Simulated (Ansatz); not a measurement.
# How V(100) screens a field

Wanted: the response of a V(100) slab to a perpendicular field.

Calculated with Ansatz 0.2.0; plane-wave DFT, PBE, Ansatz PAW, in the first sound run; inputs show where later runs differ.

### 1. Set-up

The cell holds 9 atoms: 9 V. Its edges and angles: a = 3.020 Å, b = 3.020 Å, c = 30.080 Å, α = 90.0°, β = 90.0°, γ = 90.0°. Vacuum lies along c.

### 2. Atoms held, field 0

A sawtooth potential applies the field, turning back in the middle of the vacuum. With the dipole correction the typed value is the field outside the slab. The induced dipole is small, so the SCF threshold is tight.

input.yaml reads:

```yaml
crystal:
  lattice:
    - [3.02, 0.0, 0.0]
    - [0.0, 3.02, 0.0]
    - [0.0, 0.0, 30.08]
  atoms:
    - { symbol: V, position: [0.0, 0.0, 0.2992021277] }
    - { symbol: V, position: [0.5, 0.5, 0.3494015957] }
    - { symbol: V, position: [0.0, 0.0, 0.3996010638] }
    - { symbol: V, position: [0.5, 0.5, 0.4498005319] }
    - { symbol: V, position: [0.0, 0.0, 0.5] }
    - { symbol: V, position: [0.5, 0.5, 0.5501994681] }
    - { symbol: V, position: [0.0, 0.0, 0.6003989362] }
    - { symbol: V, position: [0.5, 0.5, 0.6505984043] }
    - { symbol: V, position: [0.0, 0.0, 0.7007978723] }
kpoints:
  mp_grid: { grid: [18, 18, 1] }
hamiltonian:
  xc: pbe
scf:
  occupations: { method: fermi_dirac, width: 0.1 }
  convergence: { dr2_threshold: 1.0e-10 }
efield:
  axis: 3
  dipole_correction: true
  ramp_position: 0.97
  ramp_width: 0.06
  amplitude: 0
output:
  forces: true
  write_potential: true
  write_density: true
  volumetric_format: npy
```

Run with:

```bash
> ansatz run input.yaml --threads 4 --pin off --max-ram 6144MiB --backend cpu --events-out ev --progress --plain --runs-dir out
```

Numbers of over 12 decimals in the logs are rounded to 6 here.

The program printed:

```text
Engine: ansatz 0.2.0, aarch64-unknown-linux-gnu
Pseudopotentials: kind: paw
Pseudopotential: V, paw, valence charge 13, recommended cutoff 420 eV (normal), V.paw.azcp
Functional definition: PBE
  parameter kappa = 0.804
  parameter beta = 0.066725
  exchange = pbe_x(kappa = kappa, mu = beta*pi^2/3)
  correlation = pbe_c(beta = beta)
Crystal: 9 atoms, lattice volume = 274.342 Å³
Basis set: ecut = 420 eV, 5293 PW (Γ), exchange–correlation on 48×48×432 points (8 copies of the dense FFT grid, shifted against one another)
Bands: 71, of which v1, the nominal top of the filled ones, is band 59 counted from 1 (58 counted from 0)
Symmetry: 8 space group operations
k-points: 55 of 324
Non-local potential: V, projectors of the file, l = 0: 3, l = 1: 2, l = 2: 3, l = 3: 1
PAW form: soft (Blöchl's): semilocal exchange-correlation on the pseudo side does not see the compensation charge
PAW one-centre angular grid: V, 590 points (default); XC on 64 Gauss nodes
Initial density: superposition of atomic densities (neutral atoms: chi_scale 0, normalization atom), corrected by the library's trained network
Initial wavefunctions: pseudopotential atomic-orbital guess
Functional: x = pbe(κ = 0.804, μ = 0.219515), c = pbe(β = 0.066725)
SCF iter   1: F=—  HF=-26209.103156 eV  |F-HF|=—  |Δ(HF+E_count)|=         —  Δρ=2.49e-2  dr2=2.39e1  ethr=1.77e-3  p=0.000 e·Å  D=3.45e-13 V/Å  ΔV_dip=-0.00 eV  dr2_dipole=2.72e-7  V_vac-E_F(+/−)=4.15/4.15 eV  ⟨swp⟩=8.0  Hψ=15995  notcnv=0
efield: sawtooth ramp at fractional position 0.9700 (set: `efield.ramp_position`, or a place that a band, a saddle search or an elastic batch's reference lends), width 0.0600; the density the first Hamiltonian is built on has a dipole p = 0.000 e·Å; the dipole correction subtracts the counter field D = 3.45e-13 V/Å, which shifts the + side's vacuum level by -0.00 eV against the − side's; the planar-averaged density in the ramp window peaks in size at 3.0e-5 e/Å³
preconditioner: auto → LDOS  [metal: Δε(μ)=0.009 eV  Ē_g=2.724 eV  σ=0.100 eV  W_gap=0.02  n_scr=66 (ndim 8)  ℏωp=15.0 eV  f_vac=0.486  D(μ)=12.36/eV (n_scr^D=102)  β→1.0]
SCF iter   2: F=—  HF=-26208.918310 eV  |F-HF|=—  |Δ(HF+E_count)|=   1.85e-1  Δρ=1.32e-2  dr2=3.44e0  ethr=1.77e-3  p=-0.000 e·Å  D=-1.02e-5 V/Å  ΔV_dip=0.00 eV  dr2_dipole=4.18e-7  V_vac-E_F(+/−)=3.70/3.70 eV  ⟨swp⟩=3.0  Hψ=5094  notcnv=0
SCF iter   3: F=—  HF=-26208.882231 eV  |F-HF|=—  |Δ(HF+E_count)|=   3.61e-2  Δρ=3.11e-3  dr2=1.42e-1  ethr=1.77e-3  p=-0.000 e·Å  D=-7.06e-6 V/Å  ΔV_dip=0.00 eV  dr2_dipole=9.50e-8  V_vac-E_F(+/−)=3.83/3.83 eV  ⟨swp⟩=2.5  Hψ=4455  notcnv=0
SCF iter   4: F=—  HF=-26208.876534 eV  |F-HF|=—  |Δ(HF+E_count)|=   5.70e-3  Δρ=5.42e-4  dr2=1.16e-3  ethr=1.21e-4  p=-0.000 e·Å  D=-6.47e-6 V/Å  ΔV_dip=0.00 eV  dr2_dipole=1.21e-8  V_vac-E_F(+/−)=3.83/3.83 eV  ⟨swp⟩=2.0  Hψ=5554  notcnv=0
SCF iter   5: F=—  HF=-26208.876451 eV  |F-HF|=—  |Δ(HF+E_count)|=   8.27e-5  Δρ=1.82e-4  dr2=2.58e-4  ethr=9.95e-7  p=-0.000 e·Å  D=-3.15e-6 V/Å  ΔV_dip=0.00 eV  dr2_dipole=3.18e-9  V_vac-E_F(+/−)=3.83/3.83 eV  ⟨swp⟩=2.7  Hψ=7054  notcnv=0
SCF iter   6: F=—  HF=-26208.876496 eV  |F-HF|=—  |Δ(HF+E_count)|=   4.49e-5  Δρ=8.39e-5  dr2=4.47e-5  ethr=2.20e-7  p=-0.000 e·Å  D=-3.75e-7 V/Å  ΔV_dip=0.00 eV  dr2_dipole=2.19e-11  V_vac-E_F(+/−)=3.84/3.84 eV  ⟨swp⟩=2.1  Hψ=4945  notcnv=0
SCF iter   7: F=—  HF=-26208.876543 eV  |F-HF|=—  |Δ(HF+E_count)|=   4.67e-5  Δρ=3.02e-5  dr2=6.41e-6  ethr=3.82e-8  p=0.000 e·Å  D=3.26e-7 V/Å  ΔV_dip=-0.00 eV  dr2_dipole=8.32e-11  V_vac-E_F(+/−)=3.85/3.85 eV  ⟨swp⟩=2.1  Hψ=5065  notcnv=0
SCF iter   8: F=—  HF=-26208.876742 eV  |F-HF|=—  |Δ(HF+E_count)|=   2.00e-4  Δρ=1.66e-5  dr2=1.15e-6  ethr=5.48e-9  p=0.000 e·Å  D=7.82e-8 V/Å  ΔV_dip=-0.00 eV  dr2_dipole=3.01e-12  V_vac-E_F(+/−)=3.85/3.85 eV  ⟨swp⟩=2.1  Hψ=5139  notcnv=0
SCF iter   9: F=—  HF=-26208.876743 eV  |F-HF|=—  |Δ(HF+E_count)|=   1.55e-7  Δρ=5.01e-6  dr2=1.36e-7  ethr=9.85e-10  p=-0.000 e·Å  D=-8.71e-10 V/Å  ΔV_dip=0.00 eV  dr2_dipole=5.65e-12  V_vac-E_F(+/−)=3.85/3.85 eV  ⟨swp⟩=2.1  Hψ=5112  notcnv=0
SCF iter  10: F=—  HF=-26208.876743 eV  |F-HF|=—  |Δ(HF+E_count)|=   7.97e-8  Δρ=1.36e-6  dr2=7.96e-9  ethr=1.16e-10  p=-0.000 e·Å  D=-3.30e-9 V/Å  ΔV_dip=0.00 eV  dr2_dipole=3.33e-14  V_vac-E_F(+/−)=3.85/3.85 eV  ⟨swp⟩=2.2  Hψ=5376  notcnv=0
SCF iter  11: F=—  HF=-26208.876743 eV  |F-HF|=—  |Δ(HF+E_count)|=   1.84e-8  Δρ=7.56e-7  dr2=2.56e-9  ethr=6.80e-12  p=-0.000 e·Å  D=-7.26e-9 V/Å  ΔV_dip=0.00 eV  dr2_dipole=3.14e-14  V_vac-E_F(+/−)=3.85/3.85 eV  ⟨swp⟩=3.2  Hψ=7135  notcnv=0
SCF iter  12: F=—  HF=-26208.876743 eV  |F-HF|=—  |Δ(HF+E_count)|=   3.95e-9  Δρ=3.15e-7  dr2=4.35e-10  ethr=2.19e-12  p=-0.000 e·Å  D=-4.35e-9 V/Å  ΔV_dip=0.00 eV  dr2_dipole=3.72e-14  V_vac-E_F(+/−)=3.85/3.85 eV  ⟨swp⟩=2.3  Hψ=5384  notcnv=0
SCF iter  13: F=—  HF=-26208.876743 eV  |F-HF|=—  |Δ(HF+E_count)|=  3.67e-10  Δρ=1.30e-7  dr2=1.49e-10  ethr=1.00e-12  p=-0.000 e·Å  D=-9.35e-10 V/Å  ΔV_dip=0.00 eV  dr2_dipole=3.60e-15  V_vac-E_F(+/−)=3.85/3.85 eV  ⟨swp⟩=15.1  Hψ=22540  notcnv=0
SCF iter  14: F=-26208.876743 eV  HF=-26208.876743 eV  |F-HF|=9.09e-11  |Δ(HF+E_count)|=  6.91e-11  Δρ=3.47e-8  dr2=1.07e-11  ethr=1.00e-12  p=-0.000 e·Å  D=-8.72e-10 V/Å  ΔV_dip=0.00 eV  dr2_dipole=9.35e-16  V_vac-E_F(+/−)=3.85/3.85 eV  ⟨swp⟩=9.1  Hψ=19325  notcnv=0
the search or the solves at the SCF's close seem to have found levels that the self-consistency loop had missed (the run counts 1). By its estimate they hold under 1e-12 electrons; where the run keeps them, the occupations were computed again with them
SCF 1 converged in 14 iterations: F = -26208.876743 eV  dr2 = 1.07e-11
  greatest PAW one-centre occupation: 1.000 electrons in one spin orbital (limit 2), on the V atom at site 7 (counted from 0), in its partial waves of l = 0
WARN: The output density's exchange-correlation potential varies sharply where the density is thin. Do not read a vacuum level from v_tot or v_xc, or from such a field of the output density. On a cell that repeats whose density bears no net charge and no dipole along the vacuum's axis use v_es (v_loc + v_h of the components); under efield.dipole_correction with no amplitude use v_es + v_field, which holds any externa [...]
SCF converged after 14 iterations
Free energy (F): -26208.876743 eV
Harris-Foulkes:  -26208.876743 eV  (|F-HF|=9.09e-11)
Internal energy: -26208.392630 eV  (E = F + TS)
E sigma→0 (E₀):  -26208.634687 eV
Entropy (-TS):   -0.484112 eV (-53.790 meV/atom)
Fermi energy:    5.347800 eV
Dipole field:    D = 0.000000 V/Å  (p = 0.000000 e·Å, saw-weighted, corrected)
Work function:   Φ+ = 3.8535 eV   Φ− = 3.8535 eV
Levels:          The Fermi level and band energies are counted from a zero that moves with the ramp; work functions are not
--- Per-component energies (eV) ---
  E_band       = -2623.940705
  E_kinetic    = 3011.673188
  E_local      = -213779.743310  (includes V_loc(G=0)·N_el)
  E_nonlocal   = -407.378385
  E_hartree    = 105904.381265
  E_xc         = -1166.922961
  E_vxc        = -1478.654406  (∫ρ·V_xc dr)
  E_paw        = -10013.903846  (= ΣΔE_a)
  E_vpaw       = -1778.601447  (= ΣTr[D̂ρ^β])
  E_aug_tail   = 0.002381  (compensation charges beyond the density's cutoff)
  E_efield     = 0.000000  (sawtooth field / dipole correction)
  E_vefield    = 0.000000  (∫n·V_field dr)
  E_ewald      = 90243.499038
  E_smearing   = -0.484112  (= −TS)
  E_closure    = -0.000000  (closes the sum)
  Σ components = -26208.876743   (vs F -26208.876743, Δ=0.00e0)
--- Forces (eV/Å), atoms counted from 1 ---
  atom   1  V      0.00000000     0.00000000     1.14682337
  atom   2  V      0.00000000     0.00000000    -0.73022155
  atom   3  V      0.00000000     0.00000000    -0.32728029
  atom   4  V      0.00000000     0.00000000     0.18009078
  atom   5  V     -0.00000000     0.00000000     0.00000002
  atom   6  V     -0.00000000     0.00000000    -0.18009078
  atom   7  V     -0.00000000     0.00000000     0.32728027
  atom   8  V     -0.00000000     0.00000000     0.73022153
  atom   9  V     -0.00000000     0.00000000    -1.14682339
  max |Σ_I F_I| component: 3.87e-8 eV/Å
--- Band table (eV; the first three rows and the last of 55) ---
  k-point 0: bands = [... 55 lower, 5.6067, 5.6067, 5.7292, 5.7292, 5.7574, 5.8063, 5.8063, 5.8837, ... 8 higher]
  k-point 1: bands = [... 55 lower, 5.5944, 5.6525, 5.6551, 5.6753, 5.7281, 5.7795, 5.7999, 5.9065, ... 8 higher]
  k-point 2: bands = [... 55 lower, 5.4498, 5.5212, 5.5472, 5.6671, 5.7543, 5.7924, 5.8345, 5.8535, ... 8 higher]
  k-point 54: bands = [... 55 lower, 4.6811, 4.6811, 5.3082, 5.3082, 6.1281, 6.1281, 6.8885, 6.8900, ... 8 higher]
```

The job ended after 46 s (4 threads of Arm Neoverse V2, shared host; peak memory 1.1 GiB; 3 min of CPU time).

This run has no spin polarisation, although V can carry a moment.

This step gave:

| Item | Value |
| --- | --- |
| energy at zero smearing | -26208.6347 eV |
| work function, upper face | 3.854 eV |
| dipole along the normal | 5.19e-8 e·Å |

Running mean over 1.51 Å of the planar mean; the ramp of the sawtooth is left out. The electron's electrostatic potential energy less the Fermi level by z:

z (Å), electron's electrostatic potential energy less the Fermi level (eV) and a bar from the least value:
```
      3.5       3.85 ##############################
      4.0       3.85 ##############################
      4.5       3.85 ##############################
      5.0       3.84 ##############################
      5.5       3.82 ##############################
      6.0       3.77 ##############################
      6.5       3.60 #############################
      7.0       3.15 ############################
      7.5       1.87 #########################
      8.0      -1.26 #################
      8.5      -4.92 ########
      9.0      -7.40 #
      9.5      -7.88 
     10.0      -7.82 
     10.5      -7.76 
     11.0      -7.78 
     11.5      -7.78 
     12.0      -7.77 
     12.5      -7.76 
     13.0      -7.75 
     13.5      -7.73 
     14.0      -7.72 
     14.5      -7.72 
     15.0      -7.71 
     15.5      -7.72 
     16.0      -7.72 
     16.5      -7.73 
     17.0      -7.74 
     17.5      -7.76 
     18.0      -7.77 
     18.5      -7.78 
     19.0      -7.79 
     19.5      -7.76 
     20.0      -7.80 
     20.5      -7.88 
     21.0      -7.59 #
     21.5      -5.44 ######
     22.0      -1.85 ###############
     22.5       1.48 ########################
     23.0       3.03 ############################
     23.5       3.56 #############################
     24.0       3.75 ##############################
     24.5       3.82 ##############################
     25.0       3.84 ##############################
     25.5       3.85 ##############################
     26.0       3.85 ##############################
     26.5       3.85 ##############################
```

Force by atom:

```
atom  x (eV/Å)  y (eV/Å)  z (eV/Å)  size
  V1      0.00      0.00      1.15  1.15
  V2      0.00      0.00     -0.73  0.73
  V3      0.00      0.00     -0.33  0.33
  V4      0.00      0.00      0.18  0.18
  V5      0.00      0.00      0.00  0.00
  V6      0.00      0.00     -0.18  0.18
  V7      0.00      0.00      0.33  0.33
  V8      0.00      0.00      0.73  0.73
  V9      0.00      0.00     -1.15  1.15
```

The work function of the upper face is 3.85 eV.

### 3. Single point, field 0.05 V/Å

Edit input.yaml of step 2 so:

```diff
@@ -27,3 +27,3 @@
   ramp_width: 0.06
-  amplitude: 0
+  amplitude: 0.05
 output:
```

The program printed:

```text
[...]
Crystal: 9 atoms, lattice volume = 274.342 Å³
Basis set: ecut = 420 eV, 5293 PW (Γ), exchange–correlation on 48×48×432 points (8 copies of the dense FFT grid, shifted against one another)
Bands: 71, of which v1, the nominal top of the filled ones, is band 59 counted from 1 (58 counted from 0)
Symmetry: 8 space group operations
k-points: 55 of 324
[...]
k-point 0: bands = [... 55 lower, 5.6065, 5.6065, 5.7289, 5.7289, 5.7571, 5.8060, 5.8060, 5.8834, ... 8 higher]
  k-point 1: bands = [... 55 lower, 5.5941, 5.6522, 5.6548, 5.6750, 5.7278, 5.7792, 5.7997, 5.9062, ... 8 higher]
  k-point 2: bands = [... 55 lower, 5.4496, 5.5210, 5.5469, 5.6668, 5.7540, 5.7921, 5.8339, 5.8535, ... 8 higher]
  k-point 54: bands = [... 55 lower, 4.6808, 4.6808, 5.3079, 5.3079, 6.1278, 6.1278, 6.8882, 6.8897, ... 8 higher]
[key lines of the parts left out:]
SCF converged after 19 iterations
Free energy (F): -26208.877787 eV
Fermi energy:    5.347527 eV
Dipole field:    D = 0.027554 V/Å  (p = 0.041775 e·Å, saw-weighted, corrected)
```

It took 71 s on 4 threads; peak memory 1.1 GiB; 4.7 min of CPU time.

The dipole is 0.0418 e·Å.

### 4. Atoms held, field -0.05 V/Å

Edit input.yaml of step 3 so:

```diff
@@ -27,3 +27,3 @@
   ramp_width: 0.06
-  amplitude: 0.05
+  amplitude: -0.05
 output:
```

The program printed:

```text
[...]
Crystal: 9 atoms, lattice volume = 274.342 Å³
Basis set: ecut = 420 eV, 5293 PW (Γ), exchange–correlation on 48×48×432 points (8 copies of the dense FFT grid, shifted against one another)
Bands: 71, of which v1, the nominal top of the filled ones, is band 59 counted from 1 (58 counted from 0)
Symmetry: 8 space group operations
k-points: 55 of 324
[...]
k-point 0: bands = [... 55 lower, 5.6065, 5.6065, 5.7289, 5.7289, 5.7571, 5.8060, 5.8060, 5.8834, ... 8 higher]
  k-point 1: bands = [... 55 lower, 5.5941, 5.6522, 5.6548, 5.6750, 5.7278, 5.7792, 5.7997, 5.9062, ... 8 higher]
  k-point 2: bands = [... 55 lower, 5.4496, 5.5210, 5.5469, 5.6668, 5.7540, 5.7921, 5.8339, 5.8535, ... 8 higher]
  k-point 54: bands = [... 55 lower, 4.6808, 4.6808, 5.3079, 5.3079, 6.1278, 6.1278, 6.8882, 6.8897, ... 8 higher]
[key lines of the parts left out:]
SCF converged after 19 iterations
Free energy (F): -26208.877787 eV
Fermi energy:    5.347526 eV
Dipole field:    D = -0.027557 V/Å  (p = -0.041779 e·Å, saw-weighted, corrected)
```

Wall time 71 s (4 threads); peak memory 1.1 GiB.

The dipole is -0.0418 e·Å.

### 5. Atoms held, field 0.1 V/Å

Edit input.yaml of step 4 so:

```diff
@@ -27,3 +27,3 @@
   ramp_width: 0.06
-  amplitude: -0.05
+  amplitude: 0.1
 output:
```

The program printed:

```text
[...]
Crystal: 9 atoms, lattice volume = 274.342 Å³
Basis set: ecut = 420 eV, 5293 PW (Γ), exchange–correlation on 48×48×432 points (8 copies of the dense FFT grid, shifted against one another)
Bands: 71, of which v1, the nominal top of the filled ones, is band 59 counted from 1 (58 counted from 0)
Symmetry: 8 space group operations
k-points: 55 of 324
[...]
k-point 0: bands = [... 55 lower, 5.6057, 5.6057, 5.7281, 5.7281, 5.7563, 5.8052, 5.8052, 5.8826, ... 8 higher]
  k-point 1: bands = [... 55 lower, 5.5933, 5.6514, 5.6540, 5.6742, 5.7270, 5.7785, 5.7988, 5.9054, ... 8 higher]
  k-point 2: bands = [... 55 lower, 5.4487, 5.5202, 5.5461, 5.6660, 5.7532, 5.7913, 5.8322, 5.8537, ... 8 higher]
  k-point 54: bands = [... 55 lower, 4.6800, 4.6800, 5.3071, 5.3071, 6.1270, 6.1270, 6.8873, 6.8890, ... 8 higher]
[key lines of the parts left out:]
SCF converged after 24 iterations
Free energy (F): -26208.880920 eV
Fermi energy:    5.346717 eV
Dipole field:    D = 0.055108 V/Å  (p = 0.083549 e·Å, saw-weighted, corrected)
```

Wall time 82 s (4 threads); peak memory 1.1 GiB; 5.4 min of CPU time.

The dipole is 0.0835 e·Å.

### 6. Single point, field -0.1 V/Å

Edit input.yaml of step 5 so:

```diff
@@ -27,3 +27,3 @@
   ramp_width: 0.06
-  amplitude: 0.1
+  amplitude: -0.1
 output:
```

The program printed:

```text
[...]
Crystal: 9 atoms, lattice volume = 274.342 Å³
Basis set: ecut = 420 eV, 5293 PW (Γ), exchange–correlation on 48×48×432 points (8 copies of the dense FFT grid, shifted against one another)
Bands: 71, of which v1, the nominal top of the filled ones, is band 59 counted from 1 (58 counted from 0)
Symmetry: 8 space group operations
k-points: 55 of 324
[...]
k-point 0: bands = [... 55 lower, 5.6057, 5.6057, 5.7281, 5.7281, 5.7563, 5.8052, 5.8052, 5.8826, ... 8 higher]
  k-point 1: bands = [... 55 lower, 5.5933, 5.6514, 5.6540, 5.6742, 5.7270, 5.7785, 5.7989, 5.9054, ... 8 higher]
  k-point 2: bands = [... 55 lower, 5.4487, 5.5202, 5.5461, 5.6660, 5.7532, 5.7913, 5.8322, 5.8537, ... 8 higher]
  k-point 54: bands = [... 55 lower, 4.6800, 4.6800, 5.3071, 5.3071, 6.1270, 6.1270, 6.8873, 6.8890, ... 8 higher]
[key lines of the parts left out:]
SCF converged after 23 iterations
Free energy (F): -26208.880920 eV
Fermi energy:    5.346720 eV
Dipole field:    D = -0.055108 V/Å  (p = -0.083550 e·Å, saw-weighted, corrected)
```

Run time: 81 s. Hardware: 4 threads; peak memory 1.1 GiB.

The dipole is -0.0835 e·Å.

### 7. Atoms held, field 0.2 V/Å

Edit input.yaml of step 6 so:

```diff
@@ -27,3 +27,3 @@
   ramp_width: 0.06
-  amplitude: -0.1
+  amplitude: 0.2
 output:
```

The program printed:

```text
[...]
Crystal: 9 atoms, lattice volume = 274.342 Å³
Basis set: ecut = 420 eV, 5293 PW (Γ), exchange–correlation on 48×48×432 points (8 copies of the dense FFT grid, shifted against one another)
Bands: 71, of which v1, the nominal top of the filled ones, is band 59 counted from 1 (58 counted from 0)
Symmetry: 8 space group operations
k-points: 55 of 324
[...]
k-point 0: bands = [... 55 lower, 5.6024, 5.6024, 5.7248, 5.7248, 5.7531, 5.8019, 5.8019, 5.8793, ... 8 higher]
  k-point 1: bands = [... 55 lower, 5.5900, 5.6481, 5.6507, 5.6710, 5.7238, 5.7755, 5.7956, 5.9021, ... 8 higher]
  k-point 2: bands = [... 55 lower, 5.4454, 5.5169, 5.5429, 5.6627, 5.7499, 5.7880, 5.8260, 5.8539, ... 8 higher]
  k-point 54: bands = [... 55 lower, 4.6767, 4.6767, 5.3038, 5.3038, 6.1238, 6.1238, 6.8839, 6.8859, ... 8 higher]
[key lines of the parts left out:]
SCF converged after 28 iterations
Free energy (F): -26208.893454 eV
Fermi energy:    5.343446 eV
Dipole field:    D = 0.110243 V/Å  (p = 0.167141 e·Å, saw-weighted, corrected)
```

Elapsed: 93 s, on 4 threads; peak memory 1.1 GiB; 6.1 min of CPU time.

The dipole is 0.167 e·Å.

### 8. Atoms held, field -0.2 V/Å

Edit input.yaml of step 7 so:

```diff
@@ -27,3 +27,3 @@
   ramp_width: 0.06
-  amplitude: 0.2
+  amplitude: -0.2
 output:
```

The program printed:

```text
[...]
Crystal: 9 atoms, lattice volume = 274.342 Å³
Basis set: ecut = 420 eV, 5293 PW (Γ), exchange–correlation on 48×48×432 points (8 copies of the dense FFT grid, shifted against one another)
Bands: 71, of which v1, the nominal top of the filled ones, is band 59 counted from 1 (58 counted from 0)
Symmetry: 8 space group operations
k-points: 55 of 324
[...]
k-point 0: bands = [... 55 lower, 5.6024, 5.6024, 5.7248, 5.7248, 5.7531, 5.8019, 5.8019, 5.8793, ... 8 higher]
  k-point 1: bands = [... 55 lower, 5.5900, 5.6481, 5.6507, 5.6710, 5.7238, 5.7755, 5.7956, 5.9021, ... 8 higher]
  k-point 2: bands = [... 55 lower, 5.4454, 5.5169, 5.5429, 5.6627, 5.7499, 5.7880, 5.8260, 5.8539, ... 8 higher]
  k-point 54: bands = [... 55 lower, 4.6767, 4.6767, 5.3038, 5.3038, 6.1238, 6.1238, 6.8839, 6.8859, ... 8 higher]
[key lines of the parts left out:]
SCF converged after 28 iterations
Free energy (F): -26208.893454 eV
Fermi energy:    5.343446 eV
Dipole field:    D = -0.110242 V/Å  (p = -0.167139 e·Å, saw-weighted, corrected)
```

Elapsed: 94 s, on 4 threads; peak memory 1.1 GiB.

The dipole is -0.167 e·Å.

(Part 1 of 2 ends here.)

[Logs are printed without paths, hosts, clocks, repeated set-up lines and the standing remarks that a program may print on its own settings, such as how far it seeks lower states.]

[Hosts, paths, dates, database ids (printed as entryN), source tags and the programs' standing remarks are cut or masked in the printed files.]

[Maps of the electrostatic potential energy from Ansatz leave out the sawtooth potential of an applied field or a dipole correction, so their vacuum need not be flat; planar profiles and work functions include it.]
